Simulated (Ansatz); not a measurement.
# SiC (P6_3mc):H_i (antibonding, by C), thermodynamic levels from a 108-atom cell

Wanted: the transition levels of a hydrogen interstitial in SiC (P6_3mc), from a cell of 108 host atoms with 1 H put in.

Program: Ansatz 0.2.0. Level of theory: place-levels on r2SCAN runs: charge-transition levels and formation energies with image-charge correction and potential alignment at the atomic sites; PAW set soft_1. Results are calculated unless marked as measured.

## Step 1: Set-up

The cell holds 109 atoms: 54 Si, 54 C and 1 H. Its edges and angles: a = 9.375 Å, b = 9.375 Å, c = 15.334 Å, α = 90.0°, β = 90.0°, γ = 120.0°. It derives from SiC (space group P6_3mc). Nearest the centre at fractional (0.491, 0.509, 0.566): H109 at 0.00 Å, C59 at 1.12 Å, Si51 at 1.87 Å, Si101 at 1.87 Å, Si53 at 1.87 Å, C57 at 2.30 Å, C71 at 2.31 Å, C23 at 2.31 Å.

Screening for the image-charge correction: ε∞ = (7.09, 7.09, 7.35), ε0 = (10.43, 10.43, 10.95), computed on the host (DFPT, PBEsol, on the r2SCAN cell), and a cell off the functional's own equilibrium shifts the ionic part.

The relaxed host is scaled by +1.5 % along all axes; the dielectric constants are those of the unstrained host.

The cell's shortest repeat is 9.4 Å.

## Step 2: What was run first

A transition level is the Fermi level at which two charge states cost the same, so each charge needs its own total energy, at its own relaxed structure.

Each atom starts 0.05 Å or so off its site in a random direction: a symmetric start keeps its symmetry, and would miss off-centre moves and Jahn–Teller distortions. Forces are taken at one point at (¼, ¼, ¼). The cell holds 1 electron more than the neutral one, with a uniform background that keeps it neutral on the whole.

The sampling was tested on the host first: at the k-points planned (1x1x1 shifted 0.25 0.25 0.25) its energy lies -0.040 eV an atom from the dense-mesh value, a large miss, so this sampling is coarse for the host.

One state's input; the others differ in charge, spin, start and seed, and in occupations where the table says so.

File qm1.relax/input.yaml:

```yaml
crystal:
  lattice:
    - [9.37453485, 0.0, 0.0]
    - [-4.68726743, 8.11858533, 0.0]
    - [0.0, 0.0, 15.33448237]
  atoms:
    - { symbol: Si, position: [0.11111111, 0.22222222, 0.8329854] }
    - { symbol: Si, position: [0.22222222, 0.11111111, 0.3329854] }
    - { symbol: Si, position: [0.22222222, 0.11111111, 0.66650102] }
[... 7 atom lines left out ...]
    - { symbol: C, position: [0.22222222, 0.11111111, 0.54152848] }
[... 3 atom lines left out ...]
    - { symbol: Si, position: [0.22222222, 0.44444444, 0.66650102] }
[... 7 atom lines left out ...]
    - { symbol: C, position: [0.22222222, 0.44444444, 0.54152848] }
[... 21 atom lines left out ...]
    - { symbol: C, position: [0.44444444, 0.22222222, 0.70799668] }
[... 5 atom lines left out ...]
    - { symbol: Si, position: [0.55555556, 0.44444444, 0.66650102] }
[... 1 atom line left out ...]
    - { symbol: Si, position: [0.33333333, 0.33333333, 0.49972248] }
[... 2 atom lines left out ...]
    - { symbol: C, position: [0.33333333, 0.33333333, 0.37436694] }
    - { symbol: C, position: [0.44444444, 0.55555556, 0.70799668] }
[... 1 atom line left out ...]
    - { symbol: C, position: [0.55555556, 0.44444444, 0.54152848] }
[... 3 atom lines left out ...]
    - { symbol: Si, position: [0.55555556, 0.77777778, 0.66650102] }
[... 1 atom line left out ...]
    - { symbol: Si, position: [0.33333333, 0.66666667, 0.49972248] }
[... 5 atom lines left out ...]
    - { symbol: C, position: [0.55555556, 0.77777778, 0.54152848] }
[... 17 atom lines left out ...]
    - { symbol: Si, position: [0.66666667, 0.33333333, 0.49972248] }
[... 3 atom lines left out ...]
    - { symbol: C, position: [0.77777778, 0.55555556, 0.70799668] }
[... 5 atom lines left out ...]
    - { symbol: Si, position: [0.88888889, 0.77777778, 0.66650102] }
[... 1 atom line left out ...]
    - { symbol: Si, position: [0.66666667, 0.66666667, 0.49972248] }
[... 2 atom lines left out ...]
    - { symbol: C, position: [0.66666667, 0.66666667, 0.37436694] }
[... 2 atom lines left out ...]
    - { symbol: C, position: [0.88888889, 0.77777778, 0.54152848] }
[... 1 atom line left out ...]
    - { symbol: H, position: [0.490717, 0.509283, 0.565909] }
  host:
    repeats: [3, 3, 1]
    atoms:
      - { symbol: Si, position: [0.33333333, 0.66666667, 0.8329854] }
      - { symbol: Si, position: [0.66666667, 0.33333333, 0.3329854] }
      # ... 10 more atoms of the perfect host
total_charge: -1
basis:
  ecutwfc: 500
  xc_grid: 2
hamiltonian:
  xc: r2scan
  pseudopotentials: { kind: paw, azcp: { folder: soft_1 } }
kpoints:
  mp_grid: { grid: [1, 1, 1], shift: [0.25, 0.25, 0.25] }
scf:
  occupations: { method: fixed }
  max_iter: 80
output:
  forces: true
  charged_corrections:
    epsilon: [7.09, 7.09, 7.35]
    static_epsilon: [10.43, 10.43, 10.95]
    defect_position: [0.490717, 0.509283, 0.565909]
relax:
  f_tol: 0.02
  max_steps: 80
  random_displacement: { amplitude: 0.05, seed: 6416 }
checkpoint:
  write: "../qm1.relax.run"
  compress: false
  write_wavefunctions: true
  write_every: 100000
```

Started as:

```bash
$ ansatz run input.yaml --threads 8 --pin off --max-ram 15073MiB --backend cpu --events-out ev --progress --plain --runs-dir out
```

Defect states can disperse in a cell of this size, so the energy is taken again at a 2×2×2 shifted mesh, on the relaxed structure.

The run of this state that the levels use, under r2SCAN:

File qm1.point/input.yaml:

```yaml
crystal:
  checkpoint: "../qm1.relax.run"
  host: checkpoint
total_charge: -1
basis:
  ecutwfc: 500
  xc_grid: 2
hamiltonian:
  xc: r2scan
  pseudopotentials: { kind: paw, azcp: { folder: soft_1 } }
kpoints:
  mp_grid: { grid: [2, 2, 2], shift: [0.5, 0.5, 0.5] }
scf:
  occupations: { method: fermi_dirac, width: 0.01 }
  max_iter: 80
output:
  forces: true
  eigenvalues: true
  charged_corrections:
    epsilon: [7.09, 7.09, 7.35]
    static_epsilon: [10.43, 10.43, 10.95]
    defect_position: [0.490717, 0.509283, 0.565909]
  eigenstates: { localisation: true }
  populations: true
  band_densities: [{ bands: [v1, v1] }, { bands: [c1, c1] }]
  write_density: true
  write_potential: true
  volumetric_format: npy
checkpoint:
  read: "../qm1.relax.run"
  write: "../qm1.point.run"
  compress: false
  write_wavefunctions: false
  write_every: 100000
```

Relaxations under r2SCAN at one point at (¼, ¼, ¼); times on 8 threads of Arm Neoverse V2, shared host:

```tsv
charge	moment (μB)	occupations	outcome	steps	largest displacement against the far atoms (Å)	time
−1	0	fixed	converged	13	1.14	3.1 min
0	1	fixed	converged	18	1.12	8.7 min
+1	0	fixed	converged	10	0.33	2.3 min
−1	2	fixed	converged	19	1.11	10 min
```

Single points under r2SCAN at a 2×2×2 shifted mesh; times on 8 threads of Arm Neoverse V2, shared host:

```tsv
charge	moment (μB)	occupations	outcome	time
−1	0	fermi-dirac	converged	1.8 min
0	1	fermi-dirac	converged	4.1 min
+1	0	fermi-dirac	converged	1.7 min
−1	2	fermi-dirac	converged	4.2 min
```

Distances (Å) from H109 to the nearest atoms after relaxation with r2SCAN:

```tsv
charge	moment (μB)	1.	2.	3.	4.	5.	6.
−1	0	C 1.09	Si 1.86	Si 2.38	Si 2.39	Si 2.39	C 2.56
−1	2	C 1.09	Si 1.77	Si 2.38	Si 2.38	Si 2.40	C 2.55
0	1	C 1.09	Si 1.77	Si 2.38	Si 2.38	Si 2.39	C 2.56
+1	0	C 1.11	Si 1.85	Si 1.90	C 2.20	C 2.25	Si 2.27
```

## Step 3: Placing the levels, r2SCAN

A charged cell interacts with its images and the background, and its potential has another zero than the host's. place-levels removes the first by a point-charge model, screened by the static dielectric constant since the ions have relaxed around the charge, and the second by comparing potentials at atoms far from the defect.

The host is a run of the defect-free crystal in the same cutoffs, grids and k-points, so that basis and sampling errors cancel in part in the differences. The host is run in a cell of 12 atoms on a matching mesh. Its band edges are searched through the zone by a band path, so the gap is smaller than, or equal to, that on the mesh. Chemical potentials are energies per atom of H (H2 molecule), run with the same functional and cutoff.

File levels.point.yaml:

```yaml
host:
  run: host.point.run
states: [qm1.point.run, q0_M1.point.run, qp1.point.run, qm1_M2.point.run]
geometry_from:
  qm1.point.run: qm1.relax.run
  q0_M1.point.run: q0_M1.relax.run
  qp1.point.run: qp1.relax.run
  qm1_M2.point.run: qm1_M2.relax.run
  host.point.run: host.relax.run
chemical_potentials:
  H:
    energy: -15.945394
    dataset: "<sha256 of the dataset>"
epsilon: [7.09, 7.09, 7.35]
static_epsilon: [10.43, 10.43, 10.95]
vertical:
  - { from: qm1.point.run, to: qm1.point_neutral.run }
  - { from: qp1.point.run, to: qp1.point_neutral.run }
  - { from: qm1_M2.point.run, to: qm1_M2.point_neutral.run }
```

Started as:

```bash
$ ansatz place-levels levels.point.yaml -- --threads 8 --pin off --max-ram 15073MiB
```

Numbers of over 12 decimals in the logs are rounded to 6 here.

The program printed:

```text
[... repeated set-up lines and file paths are left out, and long positions are rounded to six places ...]
(+1/0) 1.673 eV above the valence edge, 0.693 eV under the conduction edge
(0/-1) 2.272 eV above the valence edge, 0.094 eV under the conduction edge
formation energy of charge +1: +1.035 eV with the Fermi level at the valence edge
formation energy of charge 0: +2.708 eV with the Fermi level at the valence edge
formation energy of charge -1: +4.980 eV with the Fermi level at the valence edge
vertical -1 to 0: no energy, since no alignment is typed
  the change from vertical[0].from (qm1.point.run) to vertical[0].to (qm1.point_neutral.run): by its potential at epsilon [7.09, 7.09, 7.35] it stands at 0.550 0.450 0.756, with an rms radius of about 2.7 Å (1.6 1.6 1.6 Å across the planes of the cell's [...]
vertical +1 to 0: no energy, since no alignment is typed
  the change from vertical[1].from (qp1.point.run) to vertical[1].to (qp1.point_neutral.run): by its potential at epsilon [7.09, 7.09, 7.35] it stands at 0.508 0.433 0.558, with an rms radius of about 6.0 Å (3.4 3.3 3.7 Å across the planes of the cell's [...]
vertical -1 to 0: no energy, since no alignment is typed
  the change from vertical[2].from (qm1_M2.point.run) to vertical[2].to (qm1_M2.point_neutral.run): by its potential at epsilon [7.09, 7.09, 7.35] it is spread over the cell along a vector, with an rms radius of about 6.7 Å (3.9 3.9 3.7 Å across the planes of [...]
  edges by r2scan, gap 2.366 eV; the host is sampled to repeats of 18.75 Å
  the defect's cells are sampled to repeats of 18.75 Å, like sampling
  charge +1: -48154.1845 eV with its correction of +0.182 eV, at epsilon [10.43, 10.43, 10.95], aligned at sites: +0.0178 eV, mean over 69 atomic sites at or beyond 4.69 Å from the defect at [0.4907, 0.5093, 0.5659], with -0.001259 for the charge's moments [...]
  charge 0: +0.000 eV for its dipole among its images, +0.000 omitted
  charge -1: -48132.4799 eV with its correction of +0.073 eV, at epsilon [10.43, 10.43, 10.95], aligned at sites: +0.0908 eV, mean over 69 atomic sites at or beyond 4.69 Å from the defect at [0.4907, 0.5093, 0.5659], with -0.000894 for the charge's moments [...]
  charge -1: states[3] (qm1_M2.point.run) stands 0.494 eV higher, with a moment of 2.00 μB against 0.00
  states[3] (qm1_M2.point.run): levels filled in part (TS 0.004 eV): its energy is of no whole electron's
  of states[2] (qp1.point.run): it parts from the run at its places by a charge that spreads by about 3.4 Å along one vector (1.4 Å or more is wide), by its potential at epsilon [7.09, 7.09, 7.35], taken for that of held ions (one typed too small widens it), [...]
  of states[1] (q0_M1.point.run): stability_check_not_made
  of states[0] (qm1.point.run): it parts from the run at its places by a charge that spreads by about 1.6 Å along one vector (1.4 Å or more is wide), by its potential at epsilon [7.09, 7.09, 7.35], taken for that of held ions (one typed too small widens it), [...]
  of states[3] (qm1_M2.point.run): it parts from the run at its places by a charge that spreads by about 3.9 Å along one vector (1.4 Å or more is wide), by its potential at epsilon [7.09, 7.09, 7.35], taken for that of held ions (one typed too small widens [...]
  of vertical[0].from (qm1.point.run): it parts from the run at its places by a charge that spreads by about 1.6 Å along one vector (1.4 Å or more is wide), by its potential at epsilon [7.09, 7.09, 7.35], taken for that of held ions (one typed too small [...]
  of vertical[0].to (qm1.point_neutral.run): stability_check_not_made
  of vertical[1].from (qp1.point.run): it parts from the run at its places by a charge that spreads by about 3.4 Å along one vector (1.4 Å or more is wide), by its potential at epsilon [7.09, 7.09, 7.35], taken for that of held ions (one typed too small [...]
  vertical[1].to (qp1.point_neutral.run): levels filled in part (TS 0.004 eV): its energy is of no whole electron's
  of vertical[1].to (qp1.point_neutral.run): its moments are held at its close (magnetization.spin_locking), by a field of 0.091 eV a Bohr magneton, and its energy and levels are of the state that this holds: a run that lets them go can end lower; [...]
  vertical[2].from (qm1_M2.point.run): levels filled in part (TS 0.004 eV): its energy is of no whole electron's
  of vertical[2].from (qm1_M2.point.run): its sublattices stand up to 0.0236 Å off the host's, which by the two runs' forces adds about +0.02 eV to its energy against the host's, and moves the band edges: relax the crystal first, and build the cells on it; [...]
  of vertical[2].to (qm1_M2.point_neutral.run): stability_check_not_made
```

Run time: 0.54 s. Hardware: 8 threads of Arm Neoverse V2, shared host.

Levels between the charges placed, in eV above the valence top:

```tsv
	gap (eV)	(+1/0)	(0/−1)
r2SCAN	2.37	1.67	2.27
```

Corrections by state:

```tsv
charge	moment (μB)	image terms and alignment (eV)	band filling (eV)	ε used	over the lowest of its charge, as the program ranks them, band filling apart (eV)
+1	0.0	0.182	-	principal values (10.43, 10.43, 10.95)	0.000
0	1.0	0.000	-	-	0.000
−1	0.0	0.073	-	principal values (10.43, 10.43, 10.95)	0.000
−1	2.0	0.034	-	principal values (10.43, 10.43, 10.95)	0.494
```

The charged structures listed were also run neutral, and place-levels reads from each pair, by the potential or the spins, how wide the charge is by which they differ; that can be the carrier of either run.

```tsv
charge	rms radius (Å)	spread where it is widest against the cell (Å)	wide from (Å)	reading
+1	6.0	3.41	1.41	wide
−1	2.7	1.56	1.41	wide
```

The neutral runs of these pairs need not share the spin of the lowest neutral state, and very wide values only mean spread over the cell.

From the program's caveats on the states, each cut to its opening words:

- charge +1: it parts from the run at its places by a charge that spreads by about 3.4 Å along one vector (1.4 Å or more is wide), by its potential at epsilon [7.09, 7.09, [...]
- charge 0 (1 μB), −1 (2 μB): flagged: stability check not made
- charge −1: it parts from the run at its places by a charge that spreads by about 1.6 Å along one vector (1.4 Å or more is wide), by its potential at epsilon [7.09, 7.09, [...]
- charge −1: its alignment with the host at atomic sites is doubtful: the mean over the far sites moves by -0.0586 eV from their farther parts to their nearer, more than [...]
- charge −1 (2 μB): it parts from the run at its places by a charge that spreads by about 3.9 Å along one vector (1.4 Å or more is wide), by its potential at epsilon [7.09, 7.09, [...]
- charge −1 (2 μB): its alignment with the host at atomic sites is doubtful: the mean over the far sites moves by -0.1634 eV from their farther parts to their nearer, more than [...]
- charge −1 (2 μB): its sublattices stand up to 0.0236 Å off the host's, which by the two runs' forces adds about +0.02 eV to its energy against the host's, and moves the band [...]
- charge −1 (2 μB): its moments are held at its close (magnetization.spin_locking), by a field of 0.186 eV a Bohr magneton, and its energy and levels are of the state that this [...]

The host's formation energy from the elements is -0.342 eV per atom at this strain; it sets how far the chemical potentials can move.

Limit set by the element alone; other compounds of these elements are not counted. Chemical potentials from the elements' reference states: C 0.00 eV, Si -0.68 eV, H 0.00 eV. Formation energies (C-rich), with the Fermi level at the valence top and at the conduction bottom (gap 2.37 eV):

```tsv
charge	at valence top (eV)	at conduction bottom (eV)	correction included (eV)
+1	1.04	3.40	0.18
0	2.71	2.71	0.00
−1	4.98	2.61	0.07
```

Fermi level (eV), lowest formation energy (eV) and a bar from the least value:
```
     0.00       1.04 
     0.21       1.25 ####
     0.43       1.47 ########
     0.64       1.68 ############
     0.86       1.89 ###############
     1.07       2.11 ###################
     1.29       2.33 #######################
     1.51       2.54 ###########################
     1.72       2.71 ##############################
     1.94       2.71 ##############################
     2.15       2.71 ##############################
     2.37       2.61 ############################
```

Limit set by the element alone; other compounds of these elements are not counted. Chemical potentials from the elements' reference states: Si 0.00 eV, C -0.68 eV, H 0.00 eV. Formation energies (Si-rich), with the Fermi level at the valence top and at the conduction bottom (gap 2.37 eV):

```tsv
charge	at valence top (eV)	at conduction bottom (eV)	correction included (eV)
+1	1.04	3.40	0.18
0	2.71	2.71	0.00
−1	4.98	2.61	0.07
```

(Fermi level (eV), lowest formation energy (eV)): (0.00, 1.04), (0.21, 1.25), (0.43, 1.47), (0.64, 1.68), (0.86, 1.89), (1.07, 2.11), (1.29, 2.33), (1.51, 2.54), (1.72, 2.71), (1.94, 2.71), (2.15, 2.71), (2.37, 2.61)

## Step 4: The same at the relaxations' own k-points

The relaxations' own energies give the levels at their sampling, for comparison.

File levels.relax_mesh.yaml:

```yaml
host:
  run: host.relax.run
states: [qm1.relax.run, q0_M1.relax.run, qp1.relax.run, qm1_M2.relax.run]
chemical_potentials:
  H:
    energy: -15.945394
    dataset: "<sha256 of the dataset>"
```

Started as:

```bash
$ ansatz place-levels levels.relax_mesh.yaml -- --threads 8 --pin off --max-ram 15073MiB
```

The program printed:

```text
(+1/0) 1.793 eV above the valence edge, 0.582 eV under the conduction edge
(0/-1) 2.309 eV above the valence edge, 0.066 eV under the conduction edge
formation energy of charge +1: +0.979 eV with the Fermi level at the valence edge
formation energy of charge 0: +2.772 eV with the Fermi level at the valence edge
formation energy of charge -1: +5.081 eV with the Fermi level at the valence edge
  edges by r2scan, gap 2.375 eV; the host is sampled to repeats of 16.24 Å
[... the lines on each state left out ...]
```

It took 0.16 s on 8 threads.

Levels between neighbouring charges, in eV above the valence top:

```tsv
	gap (eV)	(+1/0)	(0/−1)
one point at (¼, ¼, ¼)	2.38	1.79	2.31
a 2×2×2 shifted mesh	2.37	1.67	2.27
```

Going from one point at (¼, ¼, ¼) to a 2×2×2 shifted mesh moves the levels that carry no band-filling term by up to 0.12 eV and formation energies against the elements by up to 0.10 eV.

## Step 5: Outcome

| Property | Result |
| --- | --- |
| gap of the host | 2.37 eV (r2SCAN) |
| level (plus 1/0) | 1.67 eV above the valence top |
| level (0/minus 1) | 2.27 eV above the valence top |
| lowest of the charges placed, just above the valence top (0.02 eV) | +1 |
| lowest of the charges placed, just below the conduction bottom (0.02 eV) | −1 |
| lowest formation energy at mid-gap of the charges run, C-rich | 2.22 eV |
| lowest formation energy at mid-gap of the charges run, Si-rich | 2.22 eV |

In words: Of the charges placed (−1, 0 and +1), the lowest changes at 1.67 eV (+1/0) and 2.27 eV (0/−1) above the valence top, in a gap of 2.37 eV. (0/−1) lies 0.09 eV from a band edge, less than the doubt on such levels. Charges above +1 and below −1 were not placed, so these runs say nothing of levels that involve them. States placed: +1 at 0 μB; 0 at 1 μB; −1 at 0 μB and 2 μB. Other spin states or structures, where not listed, weren't placed. At charge −1 and 0 the atom put in ends up to 1.1 Å from its starting place, so the name tells the start alone and the levels can join different sites. H is taken at its element; compounds, which aren't counted here, bound the chemical potentials and would shift these formation energies. Going from one point at (¼, ¼, ¼) to a 2×2×2 shifted mesh moves the levels that carry no band-filling term by up to 0.12 eV and formation energies against the elements by up to 0.10 eV. The program doubts the alignment of potentials for at least one state, a sign that the cell is small. Limits: r2SCAN makes the gap too small and tends to spread out bound carriers; force components of up to 0.16 eV/Å remain in a run at the final settings.

[Logs are printed without paths, hosts, clocks, repeated set-up lines and the standing remarks that a program may print on its own settings, such as how far it seeks lower states.]

[Hosts, paths, dates, database ids (printed as entryN), source tags and the programs' standing remarks are cut or masked in the printed files.]

[Where a table of states has a column of steps, it counts the stored structures, which are thinned; the runs took as many ionic steps or more.]

[A defect's name tells the site on which it was built; relaxed atoms can leave that site.]

[For some hosts the program warned that the k-mesh of the response run may be too coarse for force constants and the static dielectric constant; such warnings are not shown here.]
